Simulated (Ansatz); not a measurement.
**Na on Pd(111): change of the work function**

Wanted: Δφ(θ) for Na/Pd(111), starting from the fcc site.

Calculated with Ansatz 0.2.0; plane-wave DFT, PBE, Ansatz PAW.

### Step 1. The system as given

The cell holds 4 atoms: 4 Pd. Its edges and angles: a = 2.751 Å, b = 2.751 Å, c = 24.738 Å, α = 90.0°, β = 90.0°, γ = 60.0°. Vacuum lies along c.

Coordinates:

```cif
data_structure
_symmetry_space_group_name_H-M 'P 1'
_symmetry_Int_Tables_number 1
_cell_length_a 2.7506
_cell_length_b 2.7506
_cell_length_c 24.7377
_cell_angle_alpha 90.000
_cell_angle_beta 90.000
_cell_angle_gamma 60.000
_cell_volume 162.09
loop_
_atom_site_label
_atom_site_type_symbol
_atom_site_fract_x
_atom_site_fract_y
_atom_site_fract_z
_atom_site_occupancy
Pd1 Pd 0.00000 0.00000 0.36382 1
Pd2 Pd 0.33333 0.33333 0.45461 1
Pd3 Pd 0.66667 0.66667 0.54539 1
Pd4 Pd 0.00000 0.00000 0.63618 1
```

### Step 2. The clean slab

The bare slab comes first, as the zero from which every change is counted. The two lowest layers are held at bulk places and the upper ones relax. The dipole correction removes the false field that a one-sided slab makes across the periodic vacuum, so each face gets a flat vacuum level of its own.

input.yaml reads:

```yaml
crystal:
  lattice:
    - [2.7506453788, 0.0, 0.0]
    - [1.3753226894, 2.3821287749, 0.0]
    - [0.0, 0.0, 24.7376776414]
  atoms:
    - { symbol: Pd, position: [0.0, 0.0, 0.3638174986] }
    - { symbol: Pd, position: [0.3333333333, 0.3333333333, 0.4546058329] }
    - { symbol: Pd, position: [0.6666666667, 0.6666666667, 0.5453941671] }
    - { symbol: Pd, position: [0.0, 0.0, 0.6361825014] }
kpoints:
  mp_grid: { grid: [12, 12, 1] }
hamiltonian:
  xc: pbe
scf:
  occupations: { method: fermi_dirac, width: 0.1 }
  convergence: { dr2_threshold: 1.0e-08 }
efield:
  axis: 3
  dipole_correction: true
  ramp_position: 0.97
  ramp_width: 0.06
relax:
  f_tol: 0.02
  max_steps: 60
  constraints: [{ sites: [0, 1] }]
output:
  write_potential: true
  write_density: true
  volumetric_format: npy
```

Command:

```
> ansatz run input.yaml --threads 4 --pin off --max-ram 16384MiB --backend cpu --events-out ev --progress --plain --runs-dir out
```

The program printed:

```text
Engine: ansatz 0.2.0, x86_64-unknown-linux-gnu
Pseudopotentials: kind: paw
Pseudopotential: Pd, paw, valence charge 18, recommended cutoff 420 eV (normal), Pd.paw.azcp
Functional definition: PBE
  parameter kappa = 0.804
  parameter beta = 0.066725
  exchange = pbe_x(kappa = kappa, mu = beta*pi^2/3)
  correlation = pbe_c(beta = beta)
Crystal: 4 atoms, lattice volume = 162.091 Å³
Basis set: ecut = 420 eV, 3173 PW (Γ), exchange–correlation on 40×40×360 points (8 copies of the dense FFT grid, shifted against one another)
Bands: 44, of which v1, the nominal top of the filled ones, is band 36 counted from 1 (35 counted from 0)
Symmetry: 6 space group operations
k-points: 19 of 144 (time reversal used)
Non-local potential: Pd, projectors of the file, l = 0: 2, l = 1: 2, l = 2: 2, l = 3: 1
PAW form: soft (Blöchl's): semilocal exchange-correlation on the pseudo side does not see the compensation charge
PAW one-centre angular grid: Pd, 590 points (default); XC on 64 Gauss nodes
Initial density: superposition of atomic densities (neutral atoms: chi_scale 0, normalization atom), corrected by the library's trained network
Initial wavefunctions: pseudopotential atomic-orbital guess
Functional: x = pbe(κ = 0.804, μ = 0.219515), c = pbe(β = 0.066725)
SCF iter   1: F=—  HF=-27890.455168 eV  |F-HF|=—  |Δ(HF+E_count)|=         —  Δρ=1.07e-2  dr2=1.28e0  ethr=1.77e-3  p=0.000 e·Å  D=2.93e-13 V/Å  ΔV_dip=-0.00 eV  dr2_dipole=3.97e-8  V_vac-E_F(+/−)=4.91/4.91 eV  ⟨swp⟩=8.8  Hψ=3801  notcnv=0  defer=5
efield: sawtooth ramp at fractional position 0.9700 (set: `efield.ramp_position`, or a place that a band, a saddle search or an elastic batch's reference lends), width 0.0600; the density the first Hamiltonian is built on has a dipole p = 0.000 e·Å; the dipole correction subtracts the counter field D = 2.93e-13 V/Å, which shifts the + side's vacuum level by -0.00 eV against the − side's; the planar-averaged density in the ramp window peaks in size at 1.0e-5 e/Å³
preconditioner: auto → LDOS  [metal: Δε(μ)=0.013 eV  Ē_g=7.392 eV  σ=0.100 eV  W_gap=0.03  n_scr=18 (ndim 8)  ℏωp=18.4 eV  f_vac=0.591  D(μ)=8.60/eV (n_scr^D=102)  β→1.0]
SCF iter   2: F=—  HF=-27890.433597 eV  |F-HF|=—  |Δ(HF+E_count)|=   2.16e-2  Δρ=7.31e-3  dr2=1.75e-1  ethr=1.77e-3  p=0.000 e·Å  D=1.45e-6 V/Å  ΔV_dip=-0.00 eV  dr2_dipole=8.36e-8  V_vac-E_F(+/−)=5.24/5.24 eV  ⟨swp⟩=2.3  Hψ=1056  notcnv=0  defer=19
SCF iter   3: F=—  HF=-27890.425873 eV  |F-HF|=—  |Δ(HF+E_count)|=   7.72e-3  Δρ=2.98e-3  dr2=1.13e-1  ethr=2.44e-4  p=-0.000 e·Å  D=-3.13e-6 V/Å  ΔV_dip=0.00 eV  dr2_dipole=6.88e-8  V_vac-E_F(+/−)=5.17/5.17 eV  ⟨swp⟩=2.2  Hψ=1106  notcnv=0  defer=23
SCF iter   4: F=—  HF=-27890.422748 eV  |F-HF|=—  |Δ(HF+E_count)|=   3.12e-3  Δρ=6.69e-4  dr2=1.33e-3  ethr=1.57e-4  p=-0.000 e·Å  D=-9.12e-6 V/Å  ΔV_dip=0.00 eV  dr2_dipole=1.17e-8  V_vac-E_F(+/−)=5.25/5.25 eV  ⟨swp⟩=1.6  Hψ=832  notcnv=0  defer=23
SCF iter   5: F=—  HF=-27890.423189 eV  |F-HF|=—  |Δ(HF+E_count)|=   4.41e-4  Δρ=1.74e-4  dr2=5.12e-5  ethr=1.85e-6  p=-0.000 e·Å  D=-1.22e-6 V/Å  ΔV_dip=0.00 eV  dr2_dipole=2.33e-10  V_vac-E_F(+/−)=5.25/5.25 eV  ⟨swp⟩=2.1  Hψ=1258  notcnv=0  defer=23
SCF iter   6: F=—  HF=-27890.423222 eV  |F-HF|=—  |Δ(HF+E_count)|=   3.30e-5  Δρ=4.92e-5  dr2=8.06e-6  ethr=7.11e-8  p=-0.000 e·Å  D=-9.76e-7 V/Å  ΔV_dip=0.00 eV  dr2_dipole=5.24e-11  V_vac-E_F(+/−)=5.24/5.24 eV  ⟨swp⟩=2.5  Hψ=1397  notcnv=0  defer=23
SCF iter   7: F=—  HF=-27890.423234 eV  |F-HF|=—  |Δ(HF+E_count)|=   1.19e-5  Δρ=1.81e-5  dr2=4.03e-7  ethr=1.12e-8  p=-0.000 e·Å  D=-6.46e-7 V/Å  ΔV_dip=0.00 eV  dr2_dipole=8.36e-12  V_vac-E_F(+/−)=5.24/5.24 eV  ⟨swp⟩=3.2  Hψ=1490  notcnv=0  defer=20
SCF iter   8: F=—  HF=-27890.423235 eV  |F-HF|=—  |Δ(HF+E_count)|=   1.67e-6  Δρ=6.07e-6  dr2=5.45e-8  ethr=5.59e-10  p=-0.000 e·Å  D=-2.97e-7 V/Å  ΔV_dip=0.00 eV  dr2_dipole=8.13e-13  V_vac-E_F(+/−)=5.24/5.24 eV  ⟨swp⟩=2.6  Hψ=1481  notcnv=0  defer=20
SCF iter   9: F=-27890.423236 eV  HF=-27890.423236 eV  |F-HF|=1.10e-8  |Δ(HF+E_count)|=   2.61e-7  Δρ=1.39e-6  dr2=5.22e-9  ethr=1.39e-11  p=-0.000 e·Å  D=-1.19e-7 V/Å  ΔV_dip=0.00 eV  dr2_dipole=1.11e-13  V_vac-E_F(+/−)=5.24/5.24 eV  ⟨swp⟩=9.9  Hψ=5843  notcnv=0
SCF 1 converged in 9 iterations: F = -27890.423236 eV  dr2 = 5.22e-9
  greatest PAW one-centre occupation: 0.999 electrons in one spin orbital (limit 2), on the Pd atom at site 3 (counted from 0), in its partial waves of l = 0
relax step   1: F+E_penalty+E_count = -27890.42323570 eV  Δ(F+E_penalty+E_count) = +0.000e0 eV  max|allowed force component| = 3.166e-1 eV/Å  Δτ_max = 0.0000 Å  (9 SCF iters, accepted)
Initial density: handed on by an earlier stage of this run
Initial wavefunctions: those handed on with the density
iter 1 solved again at ethr=2.12e-4 eV; its pass at ethr=3.10e-3 eV (dr2=1.53e-1 eV) is discarded
SCF iter   1: F=—  HF=-27890.473016 eV  |F-HF|=—  |Δ(HF+E_count)|=         —  Δρ=1.03e-2  dr2=1.69e-1  ethr=2.12e-4  p=-0.000 e·Å  D=-1.13e-6 V/Å  ΔV_dip=0.00 eV  dr2_dipole=2.24e-3  V_vac-E_F(+/−)=5.27/5.27 eV  ⟨swp⟩=1.9  Hψ=3276  notcnv=0  defer=23
efield: sawtooth ramp at fractional position 0.9700 (set: `efield.ramp_position`, or a place that a band, a saddle search or an elastic batch's reference lends), width 0.0600; the density the first Hamiltonian is built on has a dipole p = -0.000 e·Å; the dipole correction subtracts the counter field D = -1.13e-6 V/Å, which shifts the + side's vacuum level by +0.00 eV against the − side's; the planar-averaged density in the ramp window peaks in size at 5.9e-6 e/Å³
preconditioner: auto → LDOS  [metal: Δε(μ)=0.027 eV  Ē_g=7.480 eV  σ=0.100 eV  W_gap=0.07  n_scr=18 (ndim 8)  ℏωp=18.4 eV  f_vac=0.586  D(μ)=8.63/eV (n_scr^D=102)  β→1.0]
SCF iter   2: F=—  HF=-27890.485262 eV  |F-HF|=—  |Δ(HF+E_count)|=   1.22e-2  Δρ=8.04e-3  dr2=2.31e-1  ethr=2.12e-4  p=0.009 e·Å  D=1.02e-2 V/Å  ΔV_dip=-0.25 eV  dr2_dipole=2.06e-2  V_vac-E_F(+/−)=5.00/5.25 eV  ⟨swp⟩=3.1  Hψ=1628  notcnv=0  defer=23
SCF iter   3: F=—  HF=-27890.436932 eV  |F-HF|=—  |Δ(HF+E_count)|=   4.83e-2  Δρ=1.43e-3  dr2=7.38e-3  ethr=2.12e-4  p=-0.000 e·Å  D=-2.15e-5 V/Å  ΔV_dip=0.00 eV  dr2_dipole=1.42e-3  V_vac-E_F(+/−)=5.26/5.25 eV  ⟨swp⟩=2.2  Hψ=1432  notcnv=0  defer=23
SCF iter   4: F=—  HF=-27890.436368 eV  |F-HF|=—  |Δ(HF+E_count)|=   5.64e-4  Δρ=7.26e-4  dr2=1.35e-3  ethr=1.03e-5  p=-0.000 e·Å  D=-2.56e-4 V/Å  ΔV_dip=0.01 eV  dr2_dipole=1.69e-4  V_vac-E_F(+/−)=5.26/5.25 eV  ⟨swp⟩=2.6  Hψ=1517  notcnv=0  defer=23
[...]
SCF iter   9: F=—  HF=-27890.436094 eV  |F-HF|=—  |Δ(HF+E_count)|=   6.65e-6  Δρ=6.84e-6  dr2=2.04e-7  ethr=3.69e-9  p=-0.001 e·Å  D=-1.18e-3 V/Å  ΔV_dip=0.03 eV  dr2_dipole=1.72e-9  V_vac-E_F(+/−)=5.28/5.25 eV  ⟨swp⟩=1.6  Hψ=939  notcnv=0  defer=23
SCF iter  10: F=—  HF=-27890.436094 eV  |F-HF|=—  |Δ(HF+E_count)|=   1.41e-7  Δρ=2.35e-6  dr2=2.45e-8  ethr=2.83e-10  p=-0.001 e·Å  D=-1.18e-3 V/Å  ΔV_dip=0.03 eV  dr2_dipole=5.24e-10  V_vac-E_F(+/−)=5.28/5.25 eV  ⟨swp⟩=1.9  Hψ=1010  notcnv=0  defer=23
SCF iter  11: F=-27890.436094 eV  HF=-27890.436094 eV  |F-HF|=3.76e-9  |Δ(HF+E_count)|=   2.10e-8  Δρ=9.16e-7  dr2=4.35e-9  ethr=1.39e-11  p=-0.001 e·Å  D=-1.17e-3 V/Å  ΔV_dip=0.03 eV  dr2_dipole=5.08e-12  V_vac-E_F(+/−)=5.28/5.25 eV  ⟨swp⟩=9.2  Hψ=5439  notcnv=0
SCF 2 converged in 11 iterations: F = -27890.436094 eV  dr2 = 4.35e-9
  greatest PAW one-centre occupation: 0.999 electrons in one spin orbital (limit 2), on the Pd atom at site 0 (counted from 0), in its partial waves of l = 0
relax step   2: F+E_penalty+E_count = -27890.43609399 eV  Δ(F+E_penalty+E_count) = -1.286e-2 eV  max|allowed force component| = 1.195e-1 eV/Å  Δτ_max = 0.1491 Å  (11 SCF iters, accepted)
SCF iter   1: F=—  HF=-27890.441865 eV  |F-HF|=—  |Δ(HF+E_count)|=         —  Δρ=3.46e-3  dr2=5.32e-2  ethr=1.86e-4  p=-0.001 e·Å  D=-1.17e-3 V/Å  ΔV_dip=0.03 eV  dr2_dipole=1.25e-2  V_vac-E_F(+/−)=5.27/5.24 eV  ⟨swp⟩=3.7  Hψ=1882  notcnv=0  defer=23
efield: sawtooth ramp at fractional position 0.9700 (set: `efield.ramp_position`, or a place that a band, a saddle search or an elastic batch's reference lends), width 0.0600; the density the first Hamiltonian is built on has a dipole p = -0.001 e·Å; the dipole correction subtracts the counter field D = -1.17e-3 V/Å, which shifts the + side's vacuum level by +0.03 eV against the − side's; the planar-averaged density in the ramp window peaks in size at 4.1e-6 e/Å³
preconditioner: auto → LDOS  [metal: Δε(μ)=0.005 eV  Ē_g=7.445 eV  σ=0.100 eV  W_gap=0.01  n_scr=18 (ndim 8)  ℏωp=18.4 eV  f_vac=0.586  D(μ)=8.75/eV (n_scr^D=102)  β→1.0]
SCF iter   2: F=—  HF=-27890.442569 eV  |F-HF|=—  |Δ(HF+E_count)|=   7.05e-4  Δρ=2.46e-3  dr2=2.49e-2  ethr=7.39e-5  p=-0.004 e·Å  D=-4.16e-3 V/Å  ΔV_dip=0.10 eV  dr2_dipole=3.71e-3  V_vac-E_F(+/−)=5.35/5.25 eV  ⟨swp⟩=2.0  Hψ=1476  notcnv=0  defer=23
SCF iter   3: F=—  HF=-27890.438244 eV  |F-HF|=—  |Δ(HF+E_count)|=   4.33e-3  Δρ=5.40e-4  dr2=2.62e-3  ethr=3.45e-5  p=-0.001 e·Å  D=-7.90e-4 V/Å  ΔV_dip=0.02 eV  dr2_dipole=6.99e-4  V_vac-E_F(+/−)=5.27/5.25 eV  ⟨swp⟩=2.0  Hψ=1237  notcnv=0  defer=23
SCF iter   4: F=—  HF=-27890.438148 eV  |F-HF|=—  |Δ(HF+E_count)|=   9.57e-5  Δρ=2.67e-4  dr2=2.39e-4  ethr=3.64e-6  p=-0.001 e·Å  D=-8.37e-4 V/Å  ΔV_dip=0.02 eV  dr2_dipole=2.30e-5  V_vac-E_F(+/−)=5.27/5.25 eV  ⟨swp⟩=2.1  Hψ=1201  notcnv=0  defer=23
SCF iter   5: F=—  HF=-27890.438110 eV  |F-HF|=—  |Δ(HF+E_count)|=   3.77e-5  Δρ=6.91e-5  dr2=2.80e-5  ethr=3.32e-7  p=-0.001 e·Å  D=-7.61e-4 V/Å  ΔV_dip=0.02 eV  dr2_dipole=4.25e-6  V_vac-E_F(+/−)=5.27/5.25 eV  ⟨swp⟩=2.0  Hψ=1164  notcnv=0  defer=23
SCF iter   6: F=—  HF=-27890.438105 eV  |F-HF|=—  |Δ(HF+E_count)|=   5.01e-6  Δρ=3.89e-5  dr2=5.54e-6  ethr=3.89e-8  p=-0.001 e·Å  D=-7.43e-4 V/Å  ΔV_dip=0.02 eV  dr2_dipole=8.69e-8  V_vac-E_F(+/−)=5.27/5.25 eV  ⟨swp⟩=2.1  Hψ=1071  notcnv=0  defer=23
SCF iter   7: F=—  HF=-27890.438111 eV  |F-HF|=—  |Δ(HF+E_count)|=   5.24e-6  Δρ=2.04e-5  dr2=2.13e-6  ethr=7.70e-9  p=-0.001 e·Å  D=-7.64e-4 V/Å  ΔV_dip=0.02 eV  dr2_dipole=1.72e-11  V_vac-E_F(+/−)=5.27/5.25 eV  ⟨swp⟩=1.5  Hψ=905  notcnv=0  defer=23
SCF iter   8: F=—  HF=-27890.438111 eV  |F-HF|=—  |Δ(HF+E_count)|=   1.23e-7  Δρ=8.84e-6  dr2=3.85e-7  ethr=2.96e-9  p=-0.001 e·Å  D=-7.82e-4 V/Å  ΔV_dip=0.02 eV  dr2_dipole=1.14e-10  V_vac-E_F(+/−)=5.27/5.25 eV  ⟨swp⟩=1.6  Hψ=876  notcnv=0  defer=23
SCF iter   9: F=—  HF=-27890.438111 eV  |F-HF|=—  |Δ(HF+E_count)|=   1.19e-7  Δρ=2.88e-6  dr2=3.21e-8  ethr=5.35e-10  p=-0.001 e·Å  D=-7.82e-4 V/Å  ΔV_dip=0.02 eV  dr2_dipole=1.05e-10  V_vac-E_F(+/−)=5.27/5.25 eV  ⟨swp⟩=1.4  Hψ=891  notcnv=0  defer=23
SCF iter  10: F=-27890.438111 eV  HF=-27890.438111 eV  |F-HF|=9.17e-9  |Δ(HF+E_count)|=   6.31e-8  Δρ=1.12e-6  dr2=4.83e-9  ethr=1.39e-11  p=-0.001 e·Å  D=-7.77e-4 V/Å  ΔV_dip=0.02 eV  dr2_dipole=2.38e-11  V_vac-E_F(+/−)=5.27/5.25 eV  ⟨swp⟩=9.3  Hψ=5452  notcnv=0
SCF 3 converged in 10 iterations: F = -27890.438111 eV  dr2 = 4.83e-9
relax step   3: F+E_penalty+E_count = -27890.43811104 eV  Δ(F+E_penalty+E_count) = -2.017e-3 eV  max|allowed force component| = 1.002e-2 eV/Å  Δτ_max = 0.0431 Å  (10 SCF iters, accepted)
NSCF: frozen V_eff on 19 k-points
the band table was solved once a step of the walk had ended and its energy, with any forces and stress, was formed, with the checks that follow a solve (4649 applications of the Hamiltonian). They found nothing against the state; the energy, forces and stress were not computed again (output.eigenvalues in the input reference)
WARN: The input density's exchange-correlation potential varies sharply where the density is thin. Do not read a vacuum level from v_tot or v_xc, or from such a field of the output density. On a cell that repeats whose density bears no net charge and no dipole along the vacuum's axis use v_es (v_loc + v_h of the components); under efield.dipole_correction with no amplitude use v_es + v_field, which holds any external [...]
SCF converged after 10 iterations
Free energy (F): -27890.438111 eV
Harris-Foulkes:  -27890.438111 eV  (|F-HF|=9.17e-9)
Internal energy: -27890.160758 eV  (E = F + TS)
E sigma→0 (E₀):  -27890.299434 eV
Entropy (-TS):   -0.277353 eV (-69.338 meV/atom)
Fermi energy:    3.865219 eV
Dipole field:    D = -0.000784 V/Å  (p = -0.000703 e·Å, saw-weighted, corrected)
Work function:   Φ+ = 5.2682 eV   Φ− = 5.2488 eV
Levels:          The Fermi level and band energies are counted from a zero that moves with the ramp; work functions are not
--- Per-component energies (eV) ---
  E_band       = -1676.700701
  E_kinetic    = 2053.458324
  E_local      = -127765.328539  (includes V_loc(G=0)·N_el)
  E_nonlocal   = 869.748792
  E_hartree    = 62664.014720
  E_xc         = -672.789627
  E_vxc        = -843.766960  (∫ρ·V_xc dr)
  E_paw        = -15001.631603  (= ΣΔE_a)
  E_vpaw       = -1318.850886  (= ΣTr[D̂ρ^β])
  E_aug_tail   = 0.000881  (compensation charges beyond the density's cutoff)
  E_efield     = 0.000000  (sawtooth field / dipole correction)
  E_vefield    = 0.002176  (∫n·V_field dr)
  E_ewald      = 49962.366292
  E_smearing   = -0.277353  (= −TS)
  E_closure    = 0.000000  (closes the sum)
  Σ components = -27890.438111   (vs F -27890.438111, Δ=0.00e0)
--- Forces (eV/Å), atoms counted from 1 ---
  atom   1  Pd     0.00000000    -0.00000000    -0.31322262
  atom   2  Pd     0.00000000    -0.00000000     0.30972284
  atom   3  Pd    -0.00000000     0.00000000    -0.00649870
  atom   4  Pd    -0.00000000     0.00000000     0.01001657
  max |Σ_I F_I| component: 1.81e-5 eV/Å
--- Band table (eV; the first three rows and the last of 19) ---
  k-point 0: bands = [... 32 lower, 2.6989, 2.9476, 2.9476, 3.4679, 3.4679, 3.7710, 3.7710, 4.2819, ... 4 higher]
  k-point 1: bands = [... 32 lower, 2.6192, 2.9508, 2.9602, 3.1225, 3.4642, 3.5262, 3.7785, 4.8762, ... 4 higher]
  k-point 2: bands = [... 32 lower, 2.5130, 2.5291, 2.9094, 2.9320, 3.4494, 3.7948, 4.0102, 5.8227, ... 4 higher]
  k-point 18: bands = [... 32 lower, 3.3435, 3.5770, 3.6104, 3.6222, 10.1875, 10.3728, 10.3815, 11.0947, ... 4 higher]
--- Relaxed structure (3 steps of the walk, 3 accepted, 0 SCFs on fresh bases) ---
  F+E_penalty+E_count = -27890.43811104 eV   max|allowed force component| = 1.002e-2 eV/Å
  atoms:
    - { symbol: Pd, position: [0.0, 0.0, 0.3638174986] }
    - { symbol: Pd, position: [0.333333, 0.333333, 0.454606] }
    - { symbol: Pd, position: [0.666667, 0.666667, 0.547339] }
    - { symbol: Pd, position: [0, 0, 0.640465] }
```

Wall time 11 s (4 threads of Intel Xeon Platinum 8259CL at 2.50GHz (Skylake/Cascade Lake), shared host); peak memory 0.57 GiB.

In the SCF lines HF is the Harris–Foulkes energy and dr2 the Hartree energy of the density residual, in eV; the loop may stop once dr2 is under the threshold and the program's other checks hold. Hψ counts applications of the Hamiltonian.

Step by step:

| step | energy less that of the first step (eV) | largest force component (eV/Å) |
| --- | --- | --- |
| 1 | 0.0000 | 0.3166 |
| 2 | -0.0129 | 0.1195 |
| 3 | -0.0149 | 0.0100 |

The run keeps the 6 symmetry operations that the program found, so distortions that break them were not tested.

The atoms that moved most (Å):

| atom | dx | dy | dz | length |
| --- | --- | --- | --- | --- |
| Pd4 | 0.000 | 0.000 | 0.106 | 0.106 |
| Pd3 | 0.000 | 0.000 | 0.048 | 0.048 |

Read from the output:

```yaml
energy_at_zero_smearing: -27890.2994 eV
work_function_upper_face: 5.268 eV
dipole_along_the_normal: -7.03e-4 e·Å
```

Running mean over 2.246 Å of the planar mean; the ramp of the sawtooth is left out. Table of electron's electrostatic potential energy less the Fermi level by z:

| z (Å) | electron's electrostatic potential energy less the Fermi level (eV) |
| --- | --- |
| 3.5 | 5.25 |
| 4.0 | 5.25 |
| 4.5 | 5.25 |
| 5.0 | 5.25 |
| 5.5 | 5.23 |
| 6.0 | 5.19 |
| 6.5 | 5.04 |
| 7.0 | 4.40 |
| 7.5 | 1.79 |
| 8.0 | -3.11 |
| 8.5 | -7.03 |
| 9.0 | -8.25 |
| 9.5 | -8.43 |
| 10.0 | -8.48 |
| 10.5 | -8.52 |
| 11.0 | -8.56 |
| 11.5 | -8.51 |
| 12.0 | -8.24 |
| 12.5 | -8.12 |
| 13.0 | -8.35 |
| 13.5 | -8.50 |
| 14.0 | -8.28 |
| 14.5 | -7.92 |
| 15.0 | -7.94 |
| 15.5 | -8.20 |
| 16.0 | -8.01 |
| 16.5 | -6.08 |
| 17.0 | -1.45 |
| 17.5 | 2.94 |
| 18.0 | 4.73 |
| 18.5 | 5.13 |
| 19.0 | 5.23 |
| 19.5 | 5.26 |
| 20.0 | 5.27 |
| 20.5 | 5.27 |
| 21.0 | 5.27 |
| 21.5 | 5.27 |

The relaxation took 3 steps and lowered the energy by 0.015 eV; the largest force on the free atoms ends at 0.010 eV/Å.

The work function of the upper face is 5.27 eV.

[end of part 1 of 3]

[Long decimals in the printed logs are rounded to 6 places.]

[Logs are printed without paths, hosts, clocks, repeated set-up lines and the standing remarks that a program may print on its own settings, such as how far it seeks lower states.]

[Hosts, paths, dates, database ids (printed as entryN), source tags and the programs' standing remarks are cut or masked in the printed files.]

[Maps of the electrostatic potential energy from Ansatz leave out the sawtooth potential of an applied field or a dipole correction, so their vacuum need not be flat; planar profiles and work functions include it.]
